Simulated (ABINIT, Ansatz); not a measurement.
**Quasiparticle gap of MoS2 (P6_3/mmc) in ABINIT**

Wanted: ground state, empty states, screening and self-energy for MoS2 (P6_3/mmc).

Method: PBE and many-body steps on it, plane waves, in ABINIT 10.8.3.

Report form: the programs' logs are mostly left out.

The database entry behind the starting cell differs from later determinations by our own check (about 0.3 % long), so it need not match the best structure at ambient conditions.

## Step 1: Set-up

The structure is hexagonal, space group P6_3/mmc (No. 194). Conventional cell: a = 3.169 Å, b = 3.169 Å, c = 12.324 Å, α = 90.00°, β = 90.00°, γ = 120.00°. Mo has 6 S at 2.41 Å nearest. Nearest to S lie 3 Mo at 2.41 Å. Farther neighbours and most contacts between anions are not listed.

The cell and positions come from the Crystallography Open Database and are kept as given unless a step says otherwise.

## Step 2: Ground state

This step: ABINIT 10.8.3; DFT, PBE, plane waves, norm-conserving pseudopotentials.

The ground-state density comes first.

File run.abi:

```
acell 3*1.0 Angstrom
rprim 
  3.169000000004 -0.000000000001 0.000000000000
  -1.584500000001 2.744434504597 0.000000000000
  0.000000000000 0.000000000000 12.324000000000
ntypat 2
znucl 42 16
natom 6
typat 1 1 2 2 2 2
xred 
  0.333333333333 0.666666666667 0.250000000000
  0.666666666667 0.333333333333 0.750000000000
  0.333333333333 0.666666666667 0.623000000000
  0.666666666667 0.333333333333 0.123000000000
  0.333333333333 0.666666666667 0.877000000000
  0.666666666667 0.333333333333 0.377000000000
pp_dirpath "pseudos"
pseudos "Mo.upf, S.upf"
ecut 36
ngkpt 6 6 2
nshiftk 1
shiftk 0 0 0
kptopt 1
chksymbreak 0
nband 33
occopt 1
tolvrs 1e-10
nstep 60
prtwf 0
indata_prefix "in"
outdata_prefix "out"
tmpdata_prefix "tmp"
```

On the command line:

```sh
OMP_NUM_THREADS=1 mpirun -n 4 abinit run.abi > log
```

It took 43 s on 4 MPI ranks of Arm Neoverse V2, shared host; peak memory 0.45 GiB; 2.8 min of CPU time.

Numbers from this step:

```yaml
total_energy: -5031.2852 eV
gap: 0.8887 eV
k_of_the_valence_top: 0, 0, 0
k_of_the_conduction_bottom: 0.1667, 0.1667, 0
least_direct_gap: 1.654 eV
pressure: 1.882 GPa
```

The gap is indirect, with the least direct gap 0.77 eV higher.

The cutoff was set for levels, not for stress, so the pressure can be off by some GPa.

## Step 3: Empty states on the mesh, 6×6×1 mesh, 618 bands

The sums over transitions need many empty states on a uniform mesh; this step solves for them.

Changes to run.abi since step 2:

```diff
@@ -19,3 +19,3 @@
 ecut 36
-ngkpt 6 6 2
+ngkpt 6 6 1
 nshiftk 1
@@ -24,7 +24,10 @@
 chksymbreak 0
-nband 33
-occopt 1
-tolvrs 1e-10
+iscf -2
+irdden 1
+istwfk *1
+nband 618
+nbdbuf 56
+tolwfr 1e-09
 nstep 60
-prtwf 0
+prtvol 0
 indata_prefix "in"
```

It took 12 min on 4 MPI ranks; peak memory 0.98 GiB; 48 min of CPU time.

Numbers from this step:

```
gap                                                           : 0.8887 eV
k of the valence top                                          : 0, 0, 0
k of the conduction bottom                                    : 0.1667, 0.1667, 0
least direct gap                                              : 1.654 eV
k points computed                                             : 7
lowest point of the top converged band, above the valence top : 153.8866 eV
```

On this mesh the gap is 0.889 eV.

## Step 4: Screening, 6×6×1 mesh, 562 bands, screening to 272.1 eV

The RPA dielectric matrix is built and inverted for each q.

This step: RPA screening on PBE, plane waves, norm-conserving pseudopotentials.

Changes to run.abi since step 3:

```diff
@@ -24,10 +24,11 @@
 chksymbreak 0
-iscf -2
-irdden 1
 istwfk *1
-nband 618
-nbdbuf 56
-tolwfr 1e-09
-nstep 60
-prtvol 0
+occopt 1
+irdwfk 1
+optdriver 3
+nband 562
+ecuteps 10
+inclvkb 2
+awtr 1
+symchi 1
 indata_prefix "in"
```

The job ended after 29 min (4 MPI ranks; peak memory 5 GiB).

This step gave:

```yaml
eps_infinity_with_local_fields_on_this_mesh_along_the_program_s_q_direction: 14.39
the_same_without_local_fields: 16.30
plasma_frequency: 25.86 eV
plane_waves_in_the_screening_matrix: 1095
```

Local fields lower ε∞ by 12 %. On a Γ-centred mesh this coarse the value itself is usually too large, while a short band sum pulls it down.

## Step 5: Self-energy, 6×6×1 mesh, 562 bands, screening to 272.1 eV

The self-energy is evaluated for the states that the input lists, and the levels follow from it, in one-shot runs by the linearised quasiparticle equation.

This step: G0W0 on PBE, plane waves, norm-conserving pseudopotentials.

Changes to run.abi since step 4:

```diff
@@ -27,8 +27,19 @@
 irdwfk 1
-optdriver 3
+optdriver 4
 nband 562
+gwcalctyp 0
+ecutsigx 36
+symsigma 1
+nkptgw 3
+kptgw 
+  0.0000000000 0.0000000000 0.0000000000
+  0.1666666667 0.1666666667 0.0000000000
+  0.3333333333 0.3333333333 0.0000000000
+bdgw 
+  25 28
+  25 28
+  25 28
 ecuteps 10
-inclvkb 2
-awtr 1
-symchi 1
+irdscr 1
+ppmodel 1
 indata_prefix "in"
```

It took 17 min on 4 MPI ranks; peak memory 6.4 GiB.

This step gave:

| Property | Result |
| --- | --- |
| G0W0 gap on the points computed | 1.246 eV |
| starting gap on the mesh | 0.8887 eV |
| k of the valence top | 0, 0, 0 |
| k of the conduction bottom | 0.1667, 0.1667, 0 |
| Z at the valence top | 0.769 |
| Z at the conduction bottom | 0.778 |
| least direct G0W0 gap on the computed points | 2.112 eV |

The gap on the mesh goes from 0.89 eV to 1.25 eV, a correction of +0.36 eV.

Limits: finite bands, cutoff and mesh; no spin-orbit coupling; coarse k mesh. v1 is the top filled band, c1 the lowest empty one. Levels before and after the correction, in eV, zero at the valence-band top of each column:

```tsv
	conduction bottom	valence top
Kohn-Sham	0.89	0.00
G0W0	1.25	0.00
```

```tsv
	level	energy (eV)
Kohn-Sham	Γ v2	-1.145
Kohn-Sham	Γ v1	0.000
Kohn-Sham	Γ c1-c2	2.100
Kohn-Sham	(0.167 0.167 0) v2	-1.483
Kohn-Sham	(0.167 0.167 0) v1	-1.454
Kohn-Sham	(0.167 0.167 0) c1	0.889
Kohn-Sham	(0.167 0.167 0) c2	1.628
G0W0	Γ v2	-1.157
G0W0	Γ v1	0.000
G0W0	Γ c1-c2	2.481
G0W0	(0.167 0.167 0) v2	-1.484
G0W0	(0.167 0.167 0) v1	-1.427
G0W0	(0.167 0.167 0) c1	1.246
G0W0	(0.167 0.167 0) c2	2.072
```

## Step 6: Where the time went

Times are wall times on 4 MPI ranks of Arm Neoverse V2, shared host, good to a factor of about two.

```tsv
step	time	share	memory (GiB)
ground state	43 s	1 %	0.45
empty states on the mesh	12 min	21 %	0.98
screening	29 min	49 %	5.0
self-energy	17 min	29 %	6.4
```

## Step 7: Summary of results

```
PBE gap              : 0.89 eV, indirect
G0W0 gap on the mesh : 1.25 eV
GW settings          : 6×6×1 mesh, 562 bands, screening to 272.1 eV, Godby-Needs plasmon pole
known limits         : not at the basis limit; no spin-orbit coupling; coarse k mesh
```

In words: G0W0 moves the gap on the mesh from 0.89 eV to 1.25 eV (+0.36 eV), with Z of 0.77 and 0.78 at the edges. Local fields lower the RPA ε∞ on this mesh from 16.30 to 14.39; a Γ-centred mesh this coarse tends to raise both, most where the direct gap is narrow, while a short band sum lowers them. Only 3 of the mesh's irreducible points were corrected, so a valley elsewhere could overtake. The dearest step here is «screening». Bands and cutoff are finite, so the gap is not at the basis limit. The miss can reach some tenths of an eV and take either sign; the mesh is an error of its own. In the G0W0 run levels were corrected at 3 k points alone, so a gap called «on the mesh» is the least over those, and an edge elsewhere would be missed. The 6×6×1 mesh is coarse for this cell, which bears on the long-range parts of exchange and screening. The many-body steps are scalar-relativistic: spin-orbit coupling is not in them.

[Paths, hosts, dates, memory and timing lines, banners, echoed tables and standing remarks are left out of the program output.]

[Logs are printed without paths, hosts, clocks, repeated set-up lines and the standing remarks that a program may print on its own settings, such as how far it seeks lower states.]

[Runs of the session that timed out or met a known fault of the program may be left out.]

[Hosts, paths, dates, database ids (printed as entryN), source tags and the programs' standing remarks are cut or masked in the printed files.]

[G0W0 gaps are taken among the corrected bands and points alone; a level outside them can change the order at an edge.]

[Where Ansatz stands beside ABINIT at settings called matched, ABINIT's density can come from a denser mesh and the files from another edition; pairs whose starting gaps differed by over 0.03 eV were left out, so agreement reads better than it is.]
